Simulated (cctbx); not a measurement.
# Interatomic vectors of Lu2Be2GeS7

Space group P-42_1m (no. 113), a = 9.0740 Å, b = 9.0740 Å, c = 5.6560 Å, α = 90.00°, β = 90.00°, γ = 90.00°, content Lu4 Ge2 S14 Be4.

The data are simulated with cctbx, not measured: Mo Kα, λ = 0.71073 Å, to d = 0.65 Å, 50 % of the full sphere, strongest reflection 40000 counts, noise from counting, a 4 % proportional error and a noise floor of 2 counts (s.d.); no absorption.

Patterson synthesis from sharpened amplitudes, origin scaled to 1000:

```text
Patterson group P 4/m m m
      u       v       w   height  length (A)
  0.000   0.000   0.000   1000.0     0.00
  0.179   0.500   0.000    339.8     4.82
  0.322   0.322   0.000    199.3     4.14
  0.161   0.338   0.500    163.9     4.42
  0.500   0.500   0.235     86.0     6.55
  0.500   0.500   0.000     78.2     6.42
  0.072   0.500   0.289     71.9     4.87
  0.000   0.253   0.265     71.4     2.75
  0.333   0.420   0.257     51.9     5.07
  0.167   0.244   0.280     41.6     3.12
  0.034   0.034   0.145     38.5     0.93
  0.000   0.313   0.207     37.7     3.08
  0.034   0.086   0.074     37.2     0.94
  0.000   0.000   0.167     37.0     0.94
```

Q: Assign the vectors.

A peak at u stands for all pairs with xi − xj = u, with weight Σ ZiZj against Σ Z² = 25860 at the origin. Peak heights follow these weights only roughly, since form factors, motion and series ripples differ, all vectors within 0.55 Å of a peak are counted as merged into it though the farther ones add only part of their weight, and F(000) is left out, which lowers the whole map:

| u | v | w | shortest length (Å) | height | 1000 ΣZiZj/ΣZ² | pairs in the cell |
| --- | --- | --- | --- | --- | --- | --- |
| 0.179 | 0.500 | 0.000 | 4.82 | 340 | 390 | 2 × Lu–Lu |
| 0.322 | 0.322 | 0.000 | 4.13 | 199 | 225 | 1 × Lu–Lu, 3 × S–S |
| 0.161 | 0.338 | 0.500 | 4.42 | 164 | 176 | 2 × Lu–Ge |
| 0.500 | 0.500 | 0.235 | 6.55 | 86 | 176 | 4 × Lu–S |
| 0.500 | 0.500 | 0.000 | 6.42 | 78 | 79 | 2 × Ge–Ge |
| 0.072 | 0.500 | 0.289 | 4.87 | 72 | 93 | 2 × Lu–S, 2 × S–Be |
| 0.000 | 0.253 | 0.265 | 2.74 | 71 | 88 | 2 × Lu–S |
| 0.333 | 0.420 | 0.257 | 5.08 | 52 | 64 | 1 × Lu–S, 1 × Ge–S |

The table stops at ten peaks or at a height of 45, below which ripples compete. In the model behind the data Lu, the heaviest element, has 1 independent site: (0.3387, 0.8387, 0.4882), up to an allowed shift of origin; the Lu–Lu vectors are differences of these positions and their symmetry mates. The whole model:

```csv
atom,mult.,x,y,z,Ueq (Å²)
Lu1,4,0.3387,0.8387,0.4882,0.0255
Ge1,2,1/2,1/2,0,0.0224
S1,8,0.6698,0.4105,0.2229,0.0207
S2,4,0.8509,0.3509,0.7271,0.0311
S3,2,1/2,0,0.7986,0.0298
Be1,4,0.8644,0.3644,0.0562,0.0354
```

The model is made up (kin elements in a known structure type, no relaxation), so it says nothing on whether the phase exists.

[Logs are printed without paths, hosts, clocks, repeated set-up lines and the standing remarks that a program may print on its own settings, such as how far it seeks lower states.]
